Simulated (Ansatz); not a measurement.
# LiH (Fm-3m): converging a phonon calculation, part 3 of 3

Aim: how dense must the meshes and how high the cutoff be for the phonons of LiH (Fm-3m)?

Ansatz 0.2.0; DFT PBE, scalar-relativistic, plane waves, PAW.

So far. Step 11 (Another k mesh, q mesh 2×2×2): The highest optical mode at the zone centre (no LO-TO term) is 585.2 cm⁻¹, +0.0 cm⁻¹ against the base run. Step 12 (Another k mesh, k-mesh 18×18×18, q mesh 2×2×2): The highest optical mode at the zone centre (no LO-TO term) is 585.2 cm⁻¹, +0.0 cm⁻¹ against the base run. The relaxed cell has a = 4.007 Å (conventional setting).

The database entry behind the starting cell differs from later determinations by our own check (the deuteride, about 0.2 % short), so it need not match the best structure at ambient conditions.

## Step 13: Side by side

Times are for 4 threads of Arm Neoverse V1, shared host. The runs compared:

| no. | k-mesh | lowest mode on the q mesh (acoustic modes at Γ apart) (cm⁻¹) | highest frequency on the path or at a solved wavevector (cm⁻¹) | time | memory (GiB) |
| --- | --- | --- | --- | --- | --- |
| 1 | 8×8×8 | 272.2 | 1079 | 3.9 s | 0.35 |
| 2 | 12×12×12 | 272.3 | 1080 | 7.9 s | 0.40 |
| 3 | 18×18×18 | 272.3 | 1080 | 22 s | 0.59 |

The runs together. Table of phonon density of states by wavenumber; read off at these points; values in 1/cm⁻¹/cell:

| wavenumber (cm⁻¹) | 8×8×8 | 12×12×12 | 18×18×18 |
| --- | --- | --- | --- |
| 5 | 0 | 0 | 0 |
| 35 | 2.0e-5 | 2.0e-5 | 2.0e-5 |
| 65 | 1.2e-4 | 1.2e-4 | 1.2e-4 |
| 95 | 2.9e-4 | 2.9e-4 | 2.9e-4 |
| 125 | 5.8e-4 | 5.8e-4 | 5.8e-4 |
| 155 | 0.00106 | 0.00106 | 0.00106 |
| 185 | 0.00187 | 0.00187 | 0.00187 |
| 205 | 0.00282 | 0.00282 | 0.00282 |
| 235 | 0.00556 | 0.00556 | 0.00556 |
| 265 | 0.0138 | 0.0138 | 0.0138 |
| 275 | 0.0211 | 0.0211 | 0.0211 |
| 295 | 0.0198 | 0.0198 | 0.0198 |
| 325 | 0.0125 | 0.0125 | 0.0125 |
| 355 | 0.00901 | 0.00901 | 0.00902 |
| 385 | 0.00423 | 0.00424 | 0.00424 |
| 415 | 0.0162 | 0.0162 | 0.0162 |
| 445 | 0.00719 | 0.00718 | 0.00718 |
| 475 | 0.00389 | 0.00389 | 0.00389 |
| 505 | 0.00178 | 0.00177 | 0.00177 |
| 535 | 0 | 0 | 0 |
| 555 | 0 | 0 | 0 |
| 585 | 1.3e-4 | 1.1e-4 | 1.1e-4 |
| 615 | 0.00121 | 0.0012 | 0.0012 |
| 645 | 0.00196 | 0.00195 | 0.00195 |
| 675 | 0.00284 | 0.00283 | 0.00282 |
| 705 | 0.00402 | 0.004 | 0.004 |
| 735 | 0.00591 | 0.00586 | 0.00586 |
| 765 | 0.0104 | 0.0103 | 0.0103 |
| 795 | 0.0143 | 0.0141 | 0.0141 |
| 815 | 0.0163 | 0.0158 | 0.0158 |
| 825 | 0.0133 | 0.0140 | 0.0140 |
| 855 | 0.0054 | 0.00543 | 0.00543 |
| 885 | 0.00445 | 0.00448 | 0.00448 |
| 905 | 0.0034 | 0.00343 | 0.00343 |
| 935 | 2.3e-4 | 2.2e-4 | 2.2e-4 |
| 965 | 0.0036 | 0.0036 | 0.00359 |
| 995 | 0.00668 | 0.00668 | 0.00667 |
| 1025 | 0.0106 | 0.0106 | 0.0106 |
| 1035 | 0.0111 | 0.0111 | 0.0111 |
| 1055 | 0.0106 | 0.0105 | 0.0105 |
| 1085 | 4.0e-5 | 1.1e-4 | 1.3e-4 |

The runs together, line C_V. C_V, 8×8×8 = 12×12×12 = 18×18×18 against temperature:

| temperature (K) | C_V, 8×8×8 = 12×12×12 = 18×18×18 (J/mol-atom/K) |
| --- | --- |
| 0 | 0 |
| 50 | 0.296 |
| 100 | 2.90 |
| 150 | 6.17 |
| 200 | 9.05 |
| 250 | 11.6 |
| 300 | 13.7 |
| 350 | 15.5 |
| 400 | 17.0 |
| 450 | 18.2 |
| 500 | 19.2 |
| 550 | 20.0 |
| 600 | 20.6 |
| 650 | 21.1 |
| 700 | 21.6 |
| 750 | 22.0 |
| 800 | 22.3 |
| 850 | 22.6 |
| 900 | 22.8 |
| 950 | 23.0 |
| 1000 | 23.2 |

## Step 14: Another cutoff, cutoff 170 eV, q mesh 2×2×2

The cutoff is set to 170 eV on a small fixed q mesh.

Contents of input.yaml:

```yaml
crystal:
  lattice:
    - [0.0, 2.0033987323, 2.0033987323]
    - [2.0033987323, 0.0, 2.0033987323]
    - [2.0033987323, 2.0033987323, 0.0]
  atoms:
    - { symbol: Li, position: [0.0, 0.0, 0.0] }
    - { symbol: H, position: [0.5, 0.5, 0.5] }
kpoints:
  mp_grid: { grid: [12, 12, 12] }
hamiltonian:
  xc: pbe
scf:
  occupations: { method: fixed }
output:
  eigenvalues: true
phonons:
  method: dfpt
  qmesh: [2, 2, 2]
  temperatures: { t_max: 1000, t_step: 50 }
  qpath:
    path:
      - [[0.0, 0.0, 0.0], [0.5, 0.0, 0.5], [0.625, 0.25, 0.625]]
      - [[0.375, 0.375, 0.75], [0.0, 0.0, 0.0], [0.5, 0.5, 0.5], [0.5, 0.25, 0.75], [0.5, 0.0, 0.5]]
    npoints: 10
basis:
  ecutwfc: 170
```

Started as:

```bash
$ ansatz run input.yaml --threads 4 --pin off --max-ram 7168MiB --backend cpu --events-out ev --progress --plain --runs-dir out
```

Numbers of over 12 decimals in the logs are rounded to 6 here.

The program printed:

```text
Warning: basis.ecutwfc = 170 eV is below the records' recommended 420 eV, and the density's cutoff is lower with it unless basis.ecutrho_ratio is high enough to keep the records' density cutoff: compare with a run at a higher cutoff
[...]
Crystal: 2 atoms, lattice volume = 16.082 Å³
Basis set: ecut = 170 eV, 65 PW (Γ), exchange–correlation on 30×30×30 points (8 copies of the dense FFT grid, shifted against one another)
Bands: 6, of which v1, the nominal top of the filled ones, is band 2 counted from 1 (1 counted from 0)
Symmetry: 48 space group operations
k-points: 72 of 1728
[...]
SCF iter   1: F=—  HF=-220.441154 eV  |F-HF|=—  |Δ(HF+E_count)|=         —  Δρ=1.75e-2  dr2=1.05e-2  ethr=1.77e-3  ⟨swp⟩=3.0  Hψ=2731  notcnv=0  defer=131
[...]
SCF iter   7: F=-220.414430 eV  HF=-220.414430 eV  |F-HF|=8.53e-14  |Δ(HF+E_count)|=  4.02e-11  Δρ=1.04e-8  dr2=1.44e-14  ethr=1.00e-12  ⟨swp⟩=4.0  Hψ=1027  notcnv=0
SCF 1 converged in 7 iterations: F = -220.414430 eV  dr2 = 1.44e-14
[...]
k-points: 163 of 1728 (irreducible under 8 space group operations, time reversal used)
[...]
SCF iter   2: F=-220.414430 eV  HF=-220.414430 eV  |F-HF|=0.00e0  |Δ(HF+E_count)|=  4.49e-12  Δρ=4.58e-9  dr2=2.48e-15  ethr=1.00e-12  ⟨swp⟩=3.0  Hψ=3903  notcnv=0
SCF 2 converged in 2 iterations: F = -220.414430 eV  dr2 = 2.48e-15
[...]
SCF converged after 7 iterations
Free energy (F): -220.414430 eV
[...]
Internal energy: -220.414430 eV  (E = F + TS)
E sigma→0 (E₀):  -220.414430 eV
Fermi energy:    0.784166 eV
[...]
--- Band table (eV; the first three rows and the last of 72) ---
[...]
ASR residual: 6.562e-4 → 0.000e0 eV/Å²; symmetrization residual: 5.884e-8 eV/Å²
  ASR residual per site (eV/Å²): 6.56e-4 1.36e-4
  Γ frequencies (cm⁻¹): 0.00 0.00 0.00 627.84 627.84 627.84
  Unit cell's response to a homogeneous field, on a k mesh of 12×12×12: 1 representative field direction (Σ response iterations 6)
  ε∞ (high-frequency dielectric tensor):
        4.449170    -0.000000    -0.000000
        0.000000     4.449170     0.000000
       -0.000000     0.000000     4.449170
  ε⁰ (static dielectric tensor): not given — the deck does not say what the cell's rigid motions are, and on a molecule in a box or a wire the rigid rotations would enter the sum over the modes at Γ. For a crystal or a slab, whose only rigid motions are the translations, set phonons.rigid_motions: translations.
  Born effective charges Z* (e; rows j = field, columns β = displacement):
    site 0:
         1.02902   -0.00000    0.00000
         0.00000    1.02902    0.00000
         0.00000   -0.00000    1.02902
    site 1:
        -1.02902    0.00000   -0.00000
        -0.00000   -1.02902    0.00000
         0.00000    0.00000   -1.02902
  Z* charge neutrality: 3.052e-5 e pre-enforcement
  k-mesh period / interband length: 34.0 Å / 2.14 Å = 15.87 at k = (0.0000, -0.5000, -0.5000), direct gap 2.928 eV — 14 or more, which is no proof of convergence
  optical modes at Γ without the LO–TO term, one row a degenerate level:
      ω (cm⁻¹)  modes    IR ((D/Å)²/amu)
        627.84      3            83.2657
  optical modes at Γ + LO–TO along q̂ = [1.0000, 0.0000, 0.0000]:
      ω (cm⁻¹)  modes    IR ((D/Å)²/amu)
        627.84      2            55.5105
       1105.23      1            27.7552
  optical modes at Γ + LO–TO along q̂ = [0.0000, 1.0000, 0.0000]:
      ω (cm⁻¹)  modes    IR ((D/Å)²/amu)
        627.84      2            55.5105
       1105.23      1            27.7552
  optical modes at Γ + LO–TO along q̂ = [0.0000, 0.0000, 1.0000]:
      ω (cm⁻¹)  modes    IR ((D/Å)²/amu)
        627.84      2            55.5105
       1105.23      1            27.7552
--- Phonons (arbitrary-q DFPT): 3 irreducible q on the 2×2×2 mesh ---
[...]
interpolated dispersion: 63 rows × 6 modes
[...]
```

It took 3 s on 4 threads of Arm Neoverse V1, shared host; peak memory 0.35 GiB.

The run finished; it serves as a test, and its numbers are not taken as the result.

## Step 15: Another cutoff, cutoff 230 eV, q mesh 2×2×2

The cutoff is set to 230 eV on a small fixed q mesh.

Changes to input.yaml since step 14:

```diff
@@ -26,2 +26,2 @@
 basis:
-  ecutwfc: 170
+  ecutwfc: 230
```

The program printed:

```text
[...]
Crystal: 2 atoms, lattice volume = 16.082 Å³
Basis set: ecut = 230 eV, 137 PW (Γ), exchange–correlation on 30×30×30 points (8 copies of the dense FFT grid, shifted against one another)
Bands: 6, of which v1, the nominal top of the filled ones, is band 2 counted from 1 (1 counted from 0)
Symmetry: 48 space group operations
k-points: 72 of 1728
[...]
SCF iter   1: F=—  HF=-221.225663 eV  |F-HF|=—  |Δ(HF+E_count)|=         —  Δρ=8.35e-3  dr2=2.18e-3  ethr=1.77e-3  ⟨swp⟩=3.1  Hψ=2775  notcnv=0  defer=130
[...]
SCF iter   6: F=-221.228013 eV  HF=-221.228013 eV  |F-HF|=0.00e0  |Δ(HF+E_count)|=  1.68e-10  Δρ=3.29e-8  dr2=1.11e-13  ethr=1.00e-12  ⟨swp⟩=4.0  Hψ=1089  notcnv=0
SCF 1 converged in 6 iterations: F = -221.228013 eV  dr2 = 1.11e-13
[...]
k-points: 163 of 1728 (irreducible under 8 space group operations, time reversal used)
[...]
SCF iter   1: F=—  HF=-221.228013 eV  |F-HF|=—  |Δ(HF+E_count)|=         —  Δρ=2.92e-8  dr2=8.27e-14  ethr=9.79e-10  ⟨swp⟩=2.7  Hψ=8970  notcnv=0  defer=302
eigensolver tolerance schedule: the retry pair's looser diagonalisation over-reported the residual by 473528.61 of it (diagonalisation noise at 0.18 of the residual, at the tolerance the schedule requests for it); recorded, not acted on — ethr = c·dr2/N_el stays at c = 1.0e-1
[...]
SCF iter   2: F=-221.228013 eV  HF=-221.228013 eV  |F-HF|=5.68e-14  |Δ(HF+E_count)|=  7.19e-12  Δρ=1.64e-8  dr2=2.65e-14  ethr=1.00e-12  ⟨swp⟩=3.8  Hψ=3888  notcnv=0
SCF 2 converged in 2 iterations: F = -221.228013 eV  dr2 = 2.65e-14
[...]
SCF converged after 6 iterations
Free energy (F): -221.228013 eV
[...]
Internal energy: -221.228013 eV  (E = F + TS)
E sigma→0 (E₀):  -221.228013 eV
Fermi energy:    0.789792 eV
[...]
--- Band table (eV; the first three rows and the last of 72) ---
[...]
ASR residual: 1.726e-4 → 0.000e0 eV/Å²; symmetrization residual: 1.048e-7 eV/Å²
  ASR residual per site (eV/Å²): 1.73e-4 5.98e-5
  Γ frequencies (cm⁻¹): 0.00 0.00 0.00 551.71 551.71 551.71
[...]
ε∞ (high-frequency dielectric tensor):
        4.419200    -0.000000    -0.000000
        0.000000     4.419200     0.000000
        0.000000     0.000000     4.419200
[...]
Born effective charges Z* (e; rows j = field, columns β = displacement):
    site 0:
         1.01890   -0.00000    0.00000
         0.00000    1.01890    0.00000
         0.00000   -0.00000    1.01890
    site 1:
        -1.01890    0.00000   -0.00000
        -0.00000   -1.01890    0.00000
         0.00000    0.00000   -1.01890
  Z* charge neutrality: 1.315e-5 e pre-enforcement
[...]
optical modes at Γ without the LO–TO term, one row a degenerate level:
      ω (cm⁻¹)  modes    IR ((D/Å)²/amu)
        551.71      3            81.6366
  optical modes at Γ + LO–TO along q̂ = [1.0000, 0.0000, 0.0000]:
      ω (cm⁻¹)  modes    IR ((D/Å)²/amu)
        551.71      2            54.4244
       1058.80      1            27.2122
  optical modes at Γ + LO–TO along q̂ = [0.0000, 1.0000, 0.0000]:
      ω (cm⁻¹)  modes    IR ((D/Å)²/amu)
        551.71      2            54.4244
       1058.80      1            27.2122
  optical modes at Γ + LO–TO along q̂ = [0.0000, 0.0000, 1.0000]:
      ω (cm⁻¹)  modes    IR ((D/Å)²/amu)
        551.71      2            54.4244
       1058.80      1            27.2122
--- Phonons (arbitrary-q DFPT): 3 irreducible q on the 2×2×2 mesh ---
[...]
interpolated dispersion: 63 rows × 6 modes
[...]
```

It took 3.4 s on 4 threads; peak memory 0.37 GiB; 11 s of CPU time.

The run finished; it serves as a test, and its numbers are not taken as the result.

## Step 16: Another cutoff, cutoff 290 eV, q mesh 2×2×2

The cutoff is set to 290 eV on a small fixed q mesh.

Changes to input.yaml since step 15:

```diff
@@ -26,2 +26,2 @@
 basis:
-  ecutwfc: 230
+  ecutwfc: 290
```

The program printed:

```text
[...]
Crystal: 2 atoms, lattice volume = 16.082 Å³
Basis set: ecut = 290 eV, 169 PW (Γ), exchange–correlation on 32×32×32 points (8 copies of the dense FFT grid, shifted against one another)
Bands: 6, of which v1, the nominal top of the filled ones, is band 2 counted from 1 (1 counted from 0)
Symmetry: 48 space group operations
k-points: 72 of 1728
[...]
SCF iter   1: F=—  HF=-221.360623 eV  |F-HF|=—  |Δ(HF+E_count)|=         —  Δρ=3.76e-3  dr2=4.26e-4  ethr=1.77e-3  ⟨swp⟩=3.2  Hψ=2862  notcnv=0  defer=128
[...]
SCF iter   7: F=-221.361570 eV  HF=-221.361570 eV  |F-HF|=8.53e-14  |Δ(HF+E_count)|=  3.17e-11  Δρ=1.55e-8  dr2=2.02e-14  ethr=1.00e-12  ⟨swp⟩=4.9  Hψ=1864  notcnv=0
SCF 1 converged in 7 iterations: F = -221.361570 eV  dr2 = 2.02e-14
[...]
k-points: 163 of 1728 (irreducible under 8 space group operations, time reversal used)
[...]
SCF iter   3: F=-221.361570 eV  HF=-221.361570 eV  |F-HF|=8.53e-14  |Δ(HF+E_count)|=  1.71e-13  Δρ=2.54e-8  dr2=6.70e-14  ethr=1.00e-12  ⟨swp⟩=1.0  Hψ=2445  notcnv=0
SCF 2 converged in 3 iterations: F = -221.361570 eV  dr2 = 6.70e-14
[...]
SCF converged after 7 iterations
Free energy (F): -221.361570 eV
[...]
Internal energy: -221.361570 eV  (E = F + TS)
E sigma→0 (E₀):  -221.361570 eV
Fermi energy:    0.745772 eV
[...]
--- Band table (eV; the first three rows and the last of 72) ---
[...]
ASR residual: 1.794e-4 → 0.000e0 eV/Å²; symmetrization residual: 8.199e-8 eV/Å²
  ASR residual per site (eV/Å²): 1.79e-4 6.08e-5
  Γ frequencies (cm⁻¹): 0.00 0.00 0.00 590.86 590.86 590.86
[...]
ε∞ (high-frequency dielectric tensor):
        4.386668    -0.000000    -0.000000
        0.000000     4.386668     0.000000
        0.000000     0.000000     4.386668
[...]
Born effective charges Z* (e; rows j = field, columns β = displacement):
    site 0:
         1.01854    0.00000   -0.00000
        -0.00000    1.01854    0.00000
         0.00000   -0.00000    1.01854
    site 1:
        -1.01854   -0.00000    0.00000
         0.00000   -1.01854   -0.00000
         0.00000    0.00000   -1.01854
  Z* charge neutrality: 9.720e-6 e pre-enforcement
[...]
optical modes at Γ without the LO–TO term, one row a degenerate level:
      ω (cm⁻¹)  modes    IR ((D/Å)²/amu)
        590.86      3            81.5786
  optical modes at Γ + LO–TO along q̂ = [1.0000, 0.0000, 0.0000]:
      ω (cm⁻¹)  modes    IR ((D/Å)²/amu)
        590.86      2            54.3857
       1082.25      1            27.1929
  optical modes at Γ + LO–TO along q̂ = [0.0000, 1.0000, 0.0000]:
      ω (cm⁻¹)  modes    IR ((D/Å)²/amu)
        590.86      2            54.3857
       1082.25      1            27.1929
  optical modes at Γ + LO–TO along q̂ = [0.0000, 0.0000, 1.0000]:
      ω (cm⁻¹)  modes    IR ((D/Å)²/amu)
        590.86      2            54.3857
       1082.25      1            27.1929
--- Phonons (arbitrary-q DFPT): 3 irreducible q on the 2×2×2 mesh ---
[...]
interpolated dispersion: 63 rows × 6 modes
[...]
```

Elapsed: 4.2 s, on 4 threads; peak memory 0.39 GiB; 13 s of CPU time.

The run finished; it serves as a test, and its numbers are not taken as the result.

## Step 17: Another cutoff, cutoff 360 eV, q mesh 2×2×2

The cutoff is set to 360 eV on a small fixed q mesh.

Changes to input.yaml since step 16:

```diff
@@ -26,2 +26,2 @@
 basis:
-  ecutwfc: 290
+  ecutwfc: 360
```

The program printed:

```text
[...]
Crystal: 2 atoms, lattice volume = 16.082 Å³
Basis set: ecut = 360 eV, 259 PW (Γ), exchange–correlation on 36×36×36 points (8 copies of the dense FFT grid, shifted against one another)
Bands: 6, of which v1, the nominal top of the filled ones, is band 2 counted from 1 (1 counted from 0)
Symmetry: 48 space group operations
k-points: 72 of 1728
[...]
optical modes at Γ + LO–TO along q̂ = [0.0000, 1.0000, 0.0000]:
      ω (cm⁻¹)  modes    IR ((D/Å)²/amu)
        586.31      2            54.5191
       1081.64      1            27.2596
  optical modes at Γ + LO–TO along q̂ = [0.0000, 0.0000, 1.0000]:
      ω (cm⁻¹)  modes    IR ((D/Å)²/amu)
        586.31      2            54.5191
       1081.64      1            27.2596
--- Phonons (arbitrary-q DFPT): 3 irreducible q on the 2×2×2 mesh ---
[...]
interpolated dispersion: 63 rows × 6 modes
[...]
[key lines of the parts left out:]
SCF converged after 9 iterations
Free energy (F): -221.386753 eV
Fermi energy:    0.742845 eV
```

Elapsed: 5.2 s, on 4 threads; peak memory 0.37 GiB.

The highest optical mode at the zone centre (no LO-TO term) is 586.3 cm⁻¹, +1.1 cm⁻¹ against the base run.

## Step 18: Another cutoff, cutoff 550 eV, q mesh 2×2×2

The cutoff is set to 550 eV on a small fixed q mesh.

Changes to input.yaml since step 17:

```diff
@@ -26,2 +26,2 @@
 basis:
-  ecutwfc: 360
+  ecutwfc: 550
```

The program printed:

```text
[...]
Crystal: 2 atoms, lattice volume = 16.082 Å³
Basis set: ecut = 550 eV, 459 PW (Γ), exchange–correlation on 48×48×48 points (8 copies of the dense FFT grid, shifted against one another)
Bands: 6, of which v1, the nominal top of the filled ones, is band 2 counted from 1 (1 counted from 0)
Symmetry: 48 space group operations
k-points: 72 of 1728
[...]
optical modes at Γ + LO–TO along q̂ = [0.0000, 1.0000, 0.0000]:
      ω (cm⁻¹)  modes    IR ((D/Å)²/amu)
        584.03      2            54.4457
       1079.49      1            27.2229
  optical modes at Γ + LO–TO along q̂ = [0.0000, 0.0000, 1.0000]:
      ω (cm⁻¹)  modes    IR ((D/Å)²/amu)
        584.03      2            54.4457
       1079.49      1            27.2229
--- Phonons (arbitrary-q DFPT): 3 irreducible q on the 2×2×2 mesh ---
[...]
interpolated dispersion: 63 rows × 6 modes
[...]
[key lines of the parts left out:]
SCF converged after 6 iterations
Free energy (F): -221.393355 eV
Fermi energy:    0.742091 eV
```

The job ended after 9.6 s (4 threads; peak memory 0.42 GiB; 34 s of CPU time).

The highest optical mode at the zone centre (no LO-TO term) is 584.0 cm⁻¹, -1.1 cm⁻¹ against the base run.

## Step 19: What came out

| Quantity | Value |
| --- | --- |
| mean frequency, q mesh 2×2×2 | 599 cm⁻¹ |
| mean frequency, q mesh 3×3×3 | 600 cm⁻¹ |
| mean frequency, q mesh 6×6×6 | 601 cm⁻¹ |
| highest optical mode at the zone centre (no LO-TO term), k-mesh 4×4×4 | 545 cm⁻¹ |
| highest optical mode at the zone centre (no LO-TO term), k-mesh 6×6×6 | 581 cm⁻¹ |
| highest optical mode at the zone centre (no LO-TO term), k-mesh 8×8×8 | 585 cm⁻¹ |
| highest optical mode at the zone centre (no LO-TO term), k-mesh 12×12×12 | 585 cm⁻¹ |
| highest optical mode at the zone centre (no LO-TO term), k-mesh 18×18×18 | 585 cm⁻¹ |
| highest optical mode at the zone centre (no LO-TO term), cutoff 170 eV | 628 cm⁻¹ |
| highest optical mode at the zone centre (no LO-TO term), cutoff 230 eV | 552 cm⁻¹ |
| highest optical mode at the zone centre (no LO-TO term), cutoff 290 eV | 591 cm⁻¹ |
| highest optical mode at the zone centre (no LO-TO term), cutoff 360 eV | 586 cm⁻¹ |
| highest optical mode at the zone centre (no LO-TO term), cutoff 550 eV | 584 cm⁻¹ |

What this shows: Over the whole q mesh series, coarse runs included, the mean frequency runs from 598.8 to 600.7 cm⁻¹; from 2×2×2 on it stays within 1.9 cm⁻¹ of the finest run (6×6×6), against a tolerance of 6.0. Over the whole k mesh series, coarse runs included, the lowest mode on the q mesh (acoustic modes at Γ apart) runs from 268.3 to 272.3 cm⁻¹; from 6×6×6 on all solved modes stay within 6.9 cm⁻¹ of the finest run (18×18×18), against a tolerance of 10.7. Over the whole cutoff series, coarse runs included, the lowest mode on the q mesh (acoustic modes at Γ apart) runs from 262.7 to 282.8 cm⁻¹; from 290 eV on all solved modes stay within 6.8 cm⁻¹ of the finest run (550 eV), against a tolerance of 10.6. All runs share the cell relaxed at the base settings, which is not exactly at rest under another k mesh or cutoff. These are harmonic frequencies at zero temperature: anharmonic shifts, linewidths and thermal expansion are left out.

[Logs are printed without paths, hosts, clocks, repeated set-up lines and the standing remarks that a program may print on its own settings, such as how far it seeks lower states.]

[Hosts, paths, dates, database ids (printed as entryN), source tags and the programs' standing remarks are cut or masked in the printed files.]
